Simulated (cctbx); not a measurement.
## From intensities to atoms

Cell a = 12.0350 Å, b = 7.1050 Å, c = 8.5670 Å, α = 90.00°, β = 134.03°, γ = 90.00°; space group C2/m (no. 12); content Se16 Ti8 Mg2.

Simulated single-crystal data (cctbx): synchrotron X-rays, λ = 0.4959 Å, to d = 0.8 Å, 70 % of the full sphere, strongest reflection 20000 counts, noise from counting, a 2 % proportional error and a noise floor of 8 counts (s.d.); no absorption.

1 earlier start (other random phases, and plain and normalised amplitudes in turn) led nowhere (symmetry correlation 0.89).

Charge flipping in P1 on plain amplitudes to 0.9 Å, δ = 1.1 σ, 10 % of the reflections treated as weak, 600 cycles:

```text
cycle      R  skewness
    0  0.634     0.42
   50  0.470     2.03
  100  0.483     1.91
  150  0.464     1.88
  200  0.454     1.82
  250  0.455     1.81
  300  0.433     1.70
  350  0.465     1.73
  400  0.454     1.76
  450  0.473     1.79
  500  0.469     1.84
  550  0.461     1.89
origin shift          correlation  skewness
 0.157  0.336  0.348      0.953      3.18
 0.407  0.336  0.348      0.953      3.10
 0.407  0.086  0.348      0.952      3.13
 0.157  0.086  0.348      0.952      3.25
taken: symmetry correlation 0.952, skewness 3.25
peak      x       y       z  mult  height/sigma
Q1    0.0397  0.5000  0.3201    4      9.3
Q2    0.2160  0.2596  0.1821    8      9.0
Q3    0.0377  0.0000  0.3300    4      8.6
Q4    0.2443  0.0000  0.0073    4      7.6
Q5    0.0000  0.2631  0.5000    4      7.3
Q6    0.0000  0.0000  0.0000    2      3.1
Q7    0.1982  0.0000  0.3215    4      2.5
Q8    0.2236  0.2155  0.4254    8      2.0
Q9    0.0584  0.2470  0.1749    8      1.8
Q10   0.1367  0.5000  0.7669    4      1.7
Q11   0.1912  0.5000  0.3372    4      1.7
```

The origin is taken among those within 0.04 of the best correlation, by the skewness of the map.

Run time: 0.38 s on 1 thread of Arm Neoverse V2 (shared host), peak memory 0.08 GiB.

Q: Assign the peaks.

Heights go roughly as Z and multiplicities must add up to the content. First model: Q1 = Se1 (4 in the cell, height 9.3), Q2 = Se2 (8 in the cell, height 9.0), Q3 = Se3 (4 in the cell, height 8.6), Q4 = Ti1 (4 in the cell, height 7.6), Q5 = Ti2 (4 in the cell, height 7.3) and Q6 = Mg1 (2 in the cell, height 3.1). Against the true structure, Q1 is Se, Q2 is Se, Q3 is Se, Q4 is Ti, Q5 is Ti and Q6 is Mg; the other peaks are not atoms.

Least squares on F², isotropic:

```text
Rint 0.023, 571 unique reflections to 0.80 A
cycle     R1     wR2    GooF  max shift (A)
   1  0.2397  0.5258  12.790   0.09668
   2  0.0281  0.0545   1.326   0.00003
final R1 0.0281 wR2 0.0545 GooF 1.326  parameters 16  data/parameter 35.7
atom        x        y        z      Ueq    occ   su(xyz)  su(Uiso or U11)
Se1    0.04677  0.50000  0.32780   0.0134  1.000  0.00013  0.0002
Se2    0.20801  0.25758  0.17180   0.0181  1.000  0.00010  0.0002
Se3    0.04699  0.00000  0.34534   0.0166  1.000  0.00014  0.0002
Ti1    0.24923  0.00000  0.00634   0.0227  1.000  0.00032  0.0004
Ti2    0.00000  0.26234  0.50000   0.0202  1.000  0.00026  0.0004
Mg1    0.00000  0.00000  0.00000   0.0265  1.000  0.00000  0.0011
difference map: max 2.26 min -1.63 rms 0.27
Q1    0.0116  0.5000  0.7090    4    2.29  0.53 A from Se1
Q2    0.1041  0.5000  0.3553    4    1.98  0.55 A from Se1
Q3    0.0801  0.0000  0.3345    4    1.36  0.47 A from Se3
Q4    0.0124  0.0000  0.3385    4    1.11  0.38 A from Se3
Q5    0.1639  0.0000  0.1768    4    0.93  1.43 A from Mg1
```

Anisotropic refinement:

```text
Rint 0.023, 571 unique reflections to 0.80 A
cycle     R1     wR2    GooF  max shift (A)
   1  0.0281  0.0545   1.350   0.00453
   2  0.0164  0.0336   0.833   0.00000
final R1 0.0164 wR2 0.0336 GooF 0.833  parameters 36  data/parameter 15.9
atom        x        y        z      Ueq    occ   su(xyz)  su(Uiso or U11)
Se1    0.04668  0.50000  0.32774   0.0138  1.000  0.00008  0.0004
Se2    0.20801  0.25762  0.17188   0.0178  1.000  0.00006  0.0002
Se3    0.04711  0.00000  0.34542   0.0162  1.000  0.00009  0.0004
Ti1    0.24871  0.00000  0.00589   0.0229  1.000  0.00021  0.0006
Ti2    0.00000  0.26232  0.50000   0.0203  1.000  0.00017  0.0006
Mg1    0.00000  0.00000  0.00000   0.0263  1.000  0.00000  0.0018
difference map: max 1.12 min -0.88 rms 0.21
Q1    0.1565  0.0000  0.1781    4    1.12  1.37 A from Mg1
Q2    0.0639  0.5000  0.6117    4    0.85  1.73 A from Se1
Q3    0.2064  0.5000  0.4525    4    0.79  1.41 A from Se1
Q4    0.0800  0.5000  0.2640    4    0.77  0.87 A from Se1
Q5    0.1104  0.0698  0.4406    8    0.76  0.79 A from Se3
Q6    0.0702  0.0000  0.5334    4    0.73  1.43 A from Se3
```

**Reading.** The refinement ends at R1 = 0.0164, wR2 = 0.0336, GooF = 0.83, with difference density between -0.88 and 1.12 e/Å³. Every site matches the true model in element, within 0.001 Å r.m.s., up to an allowed shift of origin.

True model:

| atom | mult. | x | y | z | Ueq (Å²) |
| --- | --- | --- | --- | --- | --- |
| Se1 | 4 | 0.9529 | 0 | 0.6545 | 0.0163 |
| Se2 | 8 | 0.7080 | 0.7577 | 0.1719 | 0.0177 |
| Se3 | 4 | 0.9533 | 1/2 | 0.6722 | 0.0136 |
| Ti1 | 4 | 0.2512 | 1/2 | 0.9943 | 0.0226 |
| Ti2 | 4 | 1/2 | 0.7625 | 1/2 | 0.0204 |
| Mg1 | 2 | 0 | 0 | 0 | 0.0280 |

This is a model crystal, built by substitution and not relaxed, with assumed displacement parameters.

[Middle refinement cycles are left out of these outputs.]

[Logs are printed without paths, hosts, clocks, repeated set-up lines and the standing remarks that a program may print on its own settings, such as how far it seeks lower states.]
